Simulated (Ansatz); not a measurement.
# InCu2BS4: complex band structure, part 2 of 2

Aim: relax a made-up compound, InCu2BS4, and see how good a tunnel barrier it would be. It is built by putting In for Al, B for Ga in the AlGaCu2S4 structure of space group I-4, with the volume rescaled by atomic radii. The parent structure comes from the Materials Project.

Ansatz 0.2.0; PBEsol DFT, plane waves, PAW files (the session's first sound run).

So far, gap on the k-mesh (eV): step 3 (the bulk crystal and its band edges) 1.20.

The structure was built from a prototype and need not be the compound's stable phase.

### Step 4. Complex bands

This step: PBEsol DFT, plane waves, PAW files; complex bands by layer matching along the plane's normal (Ansatz 0.2.0).

The same crystal is laid in a cell whose first two vectors span the (110) plane (indices of the standard conventional cell, whose axes can be ordered otherwise than in the bulk input). At fixed energy and wavevector in the plane the solver finds all kz, real and complex. A few wavevectors are listed, (0, 0) and (0.5, 0) in units of the plane's reciprocal vectors; the slowest state needn't be among them.

The input, input.yaml:

```yaml
crystal:
  lattice:
    - [6.287234866, 0.0, 0.0]
    - [2.047812557, 5.944391138, 0.0]
    - [2.119711155, -2.972195569, 3.650633079]
  atoms:
    - { symbol: In, position: [0.5, 0.5, 0.0] }
    - { symbol: B, position: [0.25, 0.25, 0.5] }
    - { symbol: Cu, position: [0.75, 0.75, 0.5] }
    - { symbol: Cu, position: [0.0, 0.0, 0.0] }
    - { symbol: S, position: [0.1179671328, 0.5937443253, 0.5354371101] }
    - { symbol: S, position: [0.5937443253, 0.1179671328, 0.4645628899] }
    - { symbol: S, position: [0.9416927848, 0.3465957571, 0.9403400824] }
    - { symbol: S, position: [0.3465957571, 0.9416927848, 0.0596599175] }
kpoints:
  mp_grid: { grid: [6, 6, 6] }
scf:
  occupations: { method: fixed }
hamiltonian:
  xc: pbesol
output:
  eigenvalues: true
  transmission:
    leads: [[0, 0]]
    kpoints: [[0.0, 0.0], [0.5, 0.0]]
    e_range: [-1.0, 2.2]
    de: 0.05
```

Started as:

```console
> ansatz run input.yaml --threads 2 --pin off --max-ram 4096MiB --backend cpu --events-out ev --progress --plain --runs-dir out
```

Numbers of over 12 decimals in the logs are rounded to 6 here.

The log of the run:

```text
[...]
Crystal: 8 atoms, lattice volume = 136.438 Å³
Basis set: ecut = 420 eV, 2681 PW (Γ)
Bands: 47, of which v1, the nominal top of the filled ones, is band 39 counted from 1 (38 counted from 0)
Symmetry: 4 space group operations
[...]
k-points: 36 of 216 (time reversal used)
[...]
SCF iter   1: F=—  HF=-22398.691963 eV  |F-HF|=—  |Δ(HF+E_count)|=         —  Δρ=9.20e-3  dr2=8.34e-2  ethr=1.77e-3  ⟨swp⟩=5.0  Hψ=5753  notcnv=0  defer=208
[...]
SCF iter  10: F=-22398.671754 eV  HF=-22398.671754 eV  |F-HF|=5.82e-11  |Δ(HF+E_count)|=   2.01e-8  Δρ=1.54e-6  dr2=3.05e-9  ethr=1.28e-10  ⟨swp⟩=9.8  Hψ=5711  notcnv=0
SCF 1 converged in 10 iterations: F = -22398.671754 eV  dr2 = 3.05e-9
[...]
transmission: 5 of 10 steps passed
transmission: 10 of 10 steps passed
SCF converged after 10 iterations
Free energy (F): -22398.671754 eV
[...]
Internal energy: -22398.671754 eV  (E = F + TS)
E sigma→0 (E₀):  -22398.671754 eV
Fermi energy:    8.942984 eV
[...]
--- Band table (eV; the first three rows and the last of 36) ---
  k-point 0: bands = [... 35 lower, 7.3629, 8.8702, 8.9430, 8.9430, 10.1430, 11.0538, 11.8250, 12.8556, ... 4 higher]
  k-point 1: bands = [... 35 lower, 7.5836, 8.1555, 8.6805, 8.8342, 10.9505, 11.1862, 12.4418, 12.8907, ... 4 higher]
  k-point 2: bands = [... 35 lower, 7.7729, 8.0527, 8.3536, 8.6402, 11.1144, 11.4283, 12.4828, 12.8550, ... 4 higher]
  k-point 35: bands = [... 35 lower, 7.6810, 8.0187, 8.0187, 8.0636, 10.8201, 11.4127, 11.4127, 11.8273, ... 4 higher]
--- Transmission ---
  basis      : 333 plane waves across, 5 finite elements along
  points     : 2, as listed
  energies   : 65 from -1.000000 to 2.200000 eV about the Fermi level, 0.050000 eV apart; the leads are filled to 0.600016 eV, and channels, transmission and decay are at 0.600000 eV
  crystal 0  : S4In1Cu2B1, at the sites [0, 0], period 3.6506 Å: whole cells are its period
    offset         : up to 0.0000 Å between an atom of the period and one for which it stands
    channels       : 0.000000e0 a spin
    conductance    : none, the energies end too early or step too widely for 300 K: set another output.transmission.e_range or a lower de, or, where they end at an eighth of basis.ecutwfc, a higher one
    slowest decay  : 0.1164 /Å at (0.0000, 0.0000)
```

Wall time 72 s (2 threads of Intel Xeon Platinum 8488C (Sapphire Rapids), shared host); peak memory 1.4 GiB.

Numbers from this step:

```
free energy                                               : -22398.6718 eV
level to which the leads are filled                       : 0.6000 eV from the Fermi level
decay constant at the filling level, zone centre          : 0.1164 Å⁻¹
decay constant at the filling level, slowest listed point : 0.1164 Å⁻¹
```

K parallel (0, 0); values up to 1.5 1/Å, a degenerate pair printed once or twice; energies at which all values exceed this have no row. Table of Im kz of the slowest decaying states by energy, zero at the highest filled level on the SCF mesh:

```csv
energy (eV),decay 1 (Å⁻¹),decay 2 (Å⁻¹),decay 3 (Å⁻¹),decay 4 (Å⁻¹)
-1.000,0.0613,0.169,0.189,0.240
-0.800,0.128,0.154,0.238,0.240
-0.600,0.0293,0.143,0.234,0.252
-0.400,0.139,0.199,0.202,0.220
-0.200,0.0633,0.189,0.277,0.338
0.000,0.00219,0.00659,0.139,0.142
0.200,0.0888,0.169,0.202,0.249
0.400,0.110,0.181,0.236,0.243
0.600,0.116,0.184,0.238,0.259
0.800,0.110,0.179,0.232,0.277
1.000,0.0872,0.167,0.225,0.292
1.200,0.144,0.215,0.308,0.550
1.400,0.103,0.202,0.332,0.458
1.600,0.186,0.305,0.372,0.587
1.800,0.163,0.240,0.350,0.586
2.000,0.130,0.168,0.305,0.550
2.200,0.0636,0.252,0.514,0.573
```

K parallel (0, 0). The Re kz of states that move upwards by energy, zero at the highest filled level on the SCF mesh:

```csv
energy (eV),channel 1 (Å⁻¹),channel 2 (Å⁻¹),channel 3 (Å⁻¹),channel 4 (Å⁻¹)
-1.000,-0.399,0.479,-,-
-0.800,-0.292,0.627,-,-
-0.600,-0.224,0.744,-,-
-0.400,-0.359,-0.165,-,-
-0.200,-0.408,-0.250,-0.103,-
0.000,-,-,-,-
0.200,-,-,-,-
0.400,-,-,-,-
0.600,-,-,-,-
0.800,-,-,-,-
1.000,-,-,-,-
1.200,0.00335,-,-,-
1.400,0.106,-,-,-
1.600,-0.807,0.165,-,-
1.800,-0.715,0.222,-,-
2.000,-0.644,0.284,-,-
2.200,-0.559,0.223,0.368,-
```

K parallel (0.5, 0); values up to 1.5 1/Å, a degenerate pair printed once or twice; energies at which all values exceed this have no row. The Im kz of the slowest decaying states by energy, zero at the highest filled level on the SCF mesh:

```csv
energy (eV),decay 1 (Å⁻¹),decay 2 (Å⁻¹),decay 3 (Å⁻¹),decay 4 (Å⁻¹)
-1.000,0.0742,0.119,0.204,0.309
-0.800,0.181,0.241,0.245,0.583
-0.600,0.209,0.249,0.257,0.569
-0.400,0.0769,0.223,0.223,0.233
-0.200,0.0496,0.0568,0.239,0.567
0.000,0.216,0.229,0.256,0.540
0.200,0.270,0.297,0.302,0.516
0.400,0.278,0.354,0.360,0.488
0.600,0.280,0.392,0.428,0.445
0.800,0.273,0.359,0.463,0.468
1.000,0.262,0.353,0.438,0.477
1.200,0.247,0.356,0.405,0.457
1.400,0.228,0.355,0.372,0.429
1.600,0.203,0.316,0.371,0.394
1.800,0.159,0.273,0.351,0.362
2.000,0.231,0.296,0.349,0.560
2.200,0.0251,0.0318,0.209,0.238
```

At the listed wavevectors the last open channel is at -0.05 eV and the next at +1.20 eV on the grid. At +0.60 eV, the grid energy nearest the filling level (the middle of the gap on the SCF mesh), the slowest state at the listed wavevectors decays with κ = 0.116 Å⁻¹, its amplitude falling by e over 8.6 Å. Through 1 nm of this crystal that state's transmission falls by exp(−2 × 0.116 Å⁻¹ × 10 Å) = 0.097.

### Step 5. Band edges at another level

This step: PBE DFT, plane waves, PAW files (Ansatz 0.2.0).

The edges again with PBE, at the same atoms.

The input, input.yaml:

```yaml
crystal:
  lattice:
    - [-2.5813874059, 2.5813874059, 5.1188084926]
    - [2.5813874059, -2.5813874059, 5.1188084926]
    - [2.5813874059, 2.5813874059, -5.1188084926]
  atoms:
    - { symbol: In, position: [0.5, 0.5, 0.0] }
    - { symbol: B, position: [0.75, 0.25, 0.5] }
    - { symbol: Cu, position: [0.25, 0.75, 0.5] }
    - { symbol: Cu, position: [0.0, 0.0, 0.0] }
    - { symbol: S, position: [0.6534042429, 0.5937443253, 0.5354371101] }
    - { symbol: S, position: [0.0583072152, 0.1179671328, 0.4645628899] }
    - { symbol: S, position: [0.8820328672, 0.3465957571, 0.9403400825] }
    - { symbol: S, position: [0.4062556747, 0.9416927848, 0.0596599175] }
kpoints:
  mp_grid: { grid: [6, 6, 6] }
  band_path: { path: [VBM, CBM], npoints: 30 }
scf:
  occupations: { method: fixed }
hamiltonian:
  xc: pbe
output:
  eigenvalues: true
```

The log of the run:

```text
[...]
Crystal: 8 atoms, lattice volume = 136.438 Å³
Basis set: ecut = 420 eV, 2681 PW (Γ)
Bands: 47, of which v1, the nominal top of the filled ones, is band 39 counted from 1 (38 counted from 0)
Symmetry: 4 space group operations
[...]
k-points: 36 of 216 (time reversal used)
[...]
SCF iter   1: F=—  HF=-22615.423428 eV  |F-HF|=—  |Δ(HF+E_count)|=         —  Δρ=1.73e-3  dr2=1.94e-3  ethr=1.77e-3  ⟨swp⟩=5.0  Hψ=5753  notcnv=0  defer=210
[...]
SCF iter   9: F=-22615.423718 eV  HF=-22615.423718 eV  |F-HF|=1.27e-8  |Δ(HF+E_count)|=   2.01e-8  Δρ=3.71e-6  dr2=1.61e-8  ethr=1.28e-10  ⟨swp⟩=9.6  Hψ=5849  notcnv=0
SCF 1 converged in 9 iterations: F = -22615.423718 eV  dr2 = 1.61e-8
[...]
SCF converged after 9 iterations
Free energy (F): -22615.423718 eV
[...]
Internal energy: -22615.423718 eV  (E = F + TS)
E sigma→0 (E₀):  -22615.423718 eV
Fermi energy:    9.072236 eV
[...]
--- Band table (eV; the first three rows and the last of 36) ---
  k-point 0: bands = [... 35 lower, 7.5365, 9.0163, 9.0722, 9.0722, 10.3357, 11.2635, 12.0181, 13.0281, ... 4 higher]
  k-point 1: bands = [... 35 lower, 7.7440, 8.3107, 8.8287, 8.9670, 11.1175, 11.3929, 12.6272, 13.0678, ... 4 higher]
  k-point 2: bands = [... 35 lower, 7.9265, 8.2087, 8.5029, 8.7824, 11.2699, 11.6072, 12.6664, 13.0647, ... 4 higher]
  k-point 35: bands = [... 35 lower, 7.8415, 8.1728, 8.1728, 8.2310, 10.9976, 11.6302, 11.6302, 12.0284, ... 4 higher]
```

It took 31 s on 2 threads; peak memory 0.55 GiB.

This step gave:

- free energy: -22615.4237 eV
- Fermi energy: 9.072 eV
- gap on the k-mesh: 1.263 eV
- gap on path: 1.263 eV, by band count; negative where bands overlap
- direct gap on path: 1.263 eV

Levels at VBM (eV): -6.08, -5.60, -5.60, -5.56, -5.25, -5.15, -3.56, -3.56, -3.41, -3.24, -3.24, -2.19, -2.02, -1.91, -1.71, -1.65, -1.65, -1.54, -0.06, 0.00, 0.00, 1.26, 2.19, 2.95, 3.96, 3.96, 4.64, 5.25, 5.25.

The searched edges give 1.26 eV, as on the mesh.

For the gap on the k-mesh, step 3 gave 1.20 eV; this run, with PBE, gives 1.26 eV.

### Step 6. Complex bands at another level

This step: PBE DFT, plane waves, PAW files; complex bands by layer matching along the plane's normal (Ansatz 0.2.0).

The complex bands at that level, over its own gap, at (0, 0) and (0.5, 0).

The input, input.yaml:

```yaml
crystal:
  lattice:
    - [6.287234866, 0.0, 0.0]
    - [2.047812557, 5.944391138, 0.0]
    - [2.119711155, -2.972195569, 3.650633079]
  atoms:
    - { symbol: In, position: [0.5, 0.5, 0.0] }
    - { symbol: B, position: [0.25, 0.25, 0.5] }
    - { symbol: Cu, position: [0.75, 0.75, 0.5] }
    - { symbol: Cu, position: [0.0, 0.0, 0.0] }
    - { symbol: S, position: [0.1179671328, 0.5937443253, 0.5354371101] }
    - { symbol: S, position: [0.5937443253, 0.1179671328, 0.4645628899] }
    - { symbol: S, position: [0.9416927848, 0.3465957571, 0.9403400824] }
    - { symbol: S, position: [0.3465957571, 0.9416927848, 0.0596599175] }
kpoints:
  mp_grid: { grid: [6, 6, 6] }
scf:
  occupations: { method: fixed }
hamiltonian:
  xc: pbe
output:
  eigenvalues: true
  transmission:
    leads: [[0, 0]]
    kpoints: [[0.0, 0.0], [0.5, 0.0]]
    e_range: [-1.0, 2.26]
    de: 0.05
```

The log of the run:

```text
[...]
Crystal: 8 atoms, lattice volume = 136.438 Å³
Basis set: ecut = 420 eV, 2681 PW (Γ)
Bands: 47, of which v1, the nominal top of the filled ones, is band 39 counted from 1 (38 counted from 0)
Symmetry: 4 space group operations
[...]
k-points: 36 of 216 (time reversal used)
[...]
SCF iter   1: F=—  HF=-22615.423438 eV  |F-HF|=—  |Δ(HF+E_count)|=         —  Δρ=1.73e-3  dr2=1.94e-3  ethr=1.77e-3  ⟨swp⟩=5.0  Hψ=5752  notcnv=0  defer=210
[...]
SCF iter   9: F=-22615.423727 eV  HF=-22615.423727 eV  |F-HF|=1.23e-8  |Δ(HF+E_count)|=   1.94e-8  Δρ=3.66e-6  dr2=1.59e-8  ethr=1.28e-10  ⟨swp⟩=2.0  Hψ=3240  notcnv=0
SCF 1 converged in 9 iterations: F = -22615.423727 eV  dr2 = 1.59e-8
[...]
transmission: 5 of 10 steps passed
transmission: 10 of 10 steps passed
SCF converged after 9 iterations
Free energy (F): -22615.423727 eV
[...]
Internal energy: -22615.423727 eV  (E = F + TS)
E sigma→0 (E₀):  -22615.423727 eV
Fermi energy:    9.072236 eV
[...]
--- Band table (eV; the first three rows and the last of 36) ---
  k-point 0: bands = [... 35 lower, 7.5365, 9.0163, 9.0722, 9.0722, 10.3357, 11.2635, 12.0181, 13.0281, ... 4 higher]
  k-point 1: bands = [... 35 lower, 7.7440, 8.3107, 8.8287, 8.9670, 11.1175, 11.3929, 12.6272, 13.0678, ... 4 higher]
  k-point 2: bands = [... 35 lower, 7.9265, 8.2087, 8.5029, 8.7824, 11.2699, 11.6072, 12.6664, 13.0647, ... 4 higher]
  k-point 35: bands = [... 35 lower, 7.8415, 8.1728, 8.1728, 8.2310, 10.9976, 11.6302, 11.6302, 12.0284, ... 4 higher]
--- Transmission ---
  basis      : 333 plane waves across, 5 finite elements along
  points     : 2, as listed
[...]
channels       : 0.000000e0 a spin
[...]
slowest decay  : 0.1227 /Å at (0.0000, 0.0000)
```

It took 74 s on 2 threads; peak memory 1.4 GiB.

Numbers from this step:

```yaml
level_to_which_the_leads_are_filled: 0.6317 eV from the Fermi level
decay_constant_at_the_filling_level_zone_centre: 0.1227 Å⁻¹
decay_constant_at_the_filling_level_slowest_listed_point: 0.1227 Å⁻¹
```

K parallel (0, 0); values up to 1.5 1/Å, a degenerate pair printed once or twice; energies at which all values exceed this have no row. Im kz of the slowest decaying states against energy, zero at the highest filled level on the SCF mesh:

```csv
energy (eV),decay 1 (Å⁻¹),decay 2 (Å⁻¹),decay 3 (Å⁻¹),decay 4 (Å⁻¹)
-1.00,0.0389,0.0445,0.159,0.198
-0.85,0.115,0.176,0.223,0.245
-0.75,0.134,0.152,0.244,0.246
-0.60,0.0703,0.146,0.240,0.256
-0.50,0.00919,0.143,0.235,0.246
-0.35,0.160,0.166,0.223,0.243
-0.20,0.0588,0.200,0.273,0.342
-0.10,0.118,0.165,0.306,0.402
0.00,0.002,0.00596,0.133,0.145
0.05,0.0513,0.154,0.159,0.193
0.15,0.0824,0.168,0.192,0.255
0.30,0.106,0.181,0.223,0.250
0.45,0.118,0.188,0.246,0.246
0.55,0.122,0.190,0.243,0.258
0.70,0.122,0.189,0.239,0.273
0.80,0.118,0.187,0.236,0.282
0.95,0.106,0.179,0.231,0.294
1.10,0.0830,0.166,0.225,0.305
1.20,0.0543,0.154,0.220,0.313
1.35,0.129,0.211,0.329,0.512
1.45,0.104,0.205,0.348,0.448
1.60,0.0250,0.193,0.318,0.388
1.75,0.177,0.268,0.379,0.596
1.85,0.165,0.241,0.365,0.595
2.00,0.142,0.197,0.334,0.569
2.10,0.120,0.152,0.306,0.551
2.25,0.0645,0.257,0.523,0.580
```

K parallel (0, 0). Re kz of states that move upwards against energy, zero at the highest filled level on the SCF mesh:

```csv
energy (eV),channel 1 (Å⁻¹),channel 2 (Å⁻¹),channel 3 (Å⁻¹),channel 4 (Å⁻¹)
-1.000,-,-,-,-
-0.800,-0.302,0.613,-,-
-0.600,-0.231,0.733,-,-
-0.400,-0.372,-0.169,-,-
-0.200,-0.417,-0.261,-0.107,-
0.000,-,-,-,-
0.200,-,-,-,-
0.400,-,-,-,-
0.600,-,-,-,-
0.800,-,-,-,-
1.000,-,-,-,-
1.200,-,-,-,-
1.400,0.0877,-,-,-
1.600,0.151,-,-,-
1.800,-0.730,0.209,-,-
2.000,-0.655,0.271,-,-
2.200,-0.572,0.0576,0.351,-
```

K parallel (0.5, 0); values up to 1.5 1/Å, a degenerate pair printed once or twice; energies at which all values exceed this have no row. The Im kz of the slowest decaying states by energy, zero at the highest filled level on the SCF mesh:

```csv
energy (eV),decay 1 (Å⁻¹),decay 2 (Å⁻¹),decay 3 (Å⁻¹),decay 4 (Å⁻¹)
-1.000,0.0685,0.173,0.201,0.280
-0.800,0.180,0.240,0.245,0.569
-0.600,0.211,0.253,0.262,0.580
-0.400,0.0733,0.226,0.231,0.242
-0.200,0.103,0.116,0.243,0.582
0.000,0.213,0.227,0.259,0.552
0.200,0.272,0.298,0.303,0.528
0.400,0.281,0.357,0.362,0.500
0.600,0.283,0.402,0.431,0.452
0.800,0.277,0.365,0.476,0.479
1.000,0.267,0.357,0.455,0.490
1.200,0.253,0.356,0.424,0.473
1.400,0.236,0.368,0.379,0.446
1.600,0.212,0.331,0.377,0.413
1.800,0.175,0.288,0.370,0.371
2.000,0.243,0.318,0.358,0.569
2.200,0.217,0.259,0.341,0.557
```

At the listed wavevectors the last open channel is at -0.05 eV and the next at +1.30 eV on the grid. At +0.65 eV, the grid energy nearest the filling level (the middle of the gap on the SCF mesh), the slowest state at the listed wavevectors decays with κ = 0.123 Å⁻¹, its amplitude falling by e over 8.1 Å; the first such run, plane (110), gave 0.116 Å⁻¹.

### Step 7. A check of the settings

This step: PBEsol DFT, plane waves, PAW files; complex bands by layer matching along the plane's normal; changed: hamiltonian.hubbard = {"sites": [{"species": "In", "l": "f", "u_eff": 30.0}]}, scf.max_iter = 80 (Ansatz 0.2.0).

This run repeats an earlier one, its twin (the complex run, plane (110)), with two settings changed (scf.max_iter, hamiltonian.hubbard.sites; files written aside). The setting was drawn as a possible misstep, on purpose. Where the input is shown as a difference, that is against the step before, not the twin.

input.yaml: that of step 6 with these lines changed.

```diff
@@ -18,4 +18,6 @@
   occupations: { method: fixed }
+  max_iter: 80
 hamiltonian:
-  xc: pbe
+  xc: pbesol
+  hubbard: { sites: [{ species: In, l: f, u_eff: 30.0 }] }
 output:
@@ -25,3 +27,3 @@
     kpoints: [[0.0, 0.0], [0.5, 0.0]]
-    e_range: [-1.0, 2.26]
+    e_range: [-1.0, 2.2]
     de: 0.05
```

The log of the run:

```text
Error: inconsistent input (hamiltonian.hubbard.sites[].l, hamiltonian.hubbard.sites[].shell): the file of In doesn't list 4f, and it can't be added: PBE doesn't bind the shell 4f of the free atom, whose level lies at +1.00 eV. Type an atom or ion with it (hamiltonian.pseudopotentials.projection_atoms), take another file or name another shell
```

Run time: 0.19 s. Hardware: 2 threads; peak memory 0.11 GiB.

The input was rejected at the start.

The program's message: “Error: inconsistent input (hamiltonian.hubbard.sites[].l, hamiltonian.hubbard.sites[].shell): the file of In doesn't list 4f, and it can't be added: PBE doesn't bind the shell 4f of the free atom, who …”

The change that led to it: hamiltonian.hubbard.

### Step 8. Outcome

| Quantity | Value |
| --- | --- |
| band gap | 1.2 eV |
| least decay constant at mid-gap, normal to (110) | 0.116 Å⁻¹ |
| least decay constant, PBE | 0.123 Å⁻¹ |

In words: With PBEsol, the slowest decay at the wavevectors tried is κ = 0.116 Å⁻¹, normal to (110). Through such a film the transmission near mid-gap falls as exp(−2κd), a factor of ten every 9.9 Å. A free electron under a barrier of half the gap would need a mass of 0.086 mₑ to decay at this rate. With PBE the gap goes from 1.2 to 1.26 eV and the decay constant, over the first 2 listed wavevectors, from 0.116 to 0.123 Å⁻¹. The compound is made up by substitution; its stability against other phases and against distortions of the cell's symmetry was not tested. A semilocal functional narrows gaps, so real decay constants are likely larger.

[Logs are printed without paths, hosts, clocks, repeated set-up lines and the standing remarks that a program may print on its own settings, such as how far it seeks lower states.]

[Hosts, paths, dates, database ids (printed as entryN), source tags and the programs' standing remarks are cut or masked in the printed files.]
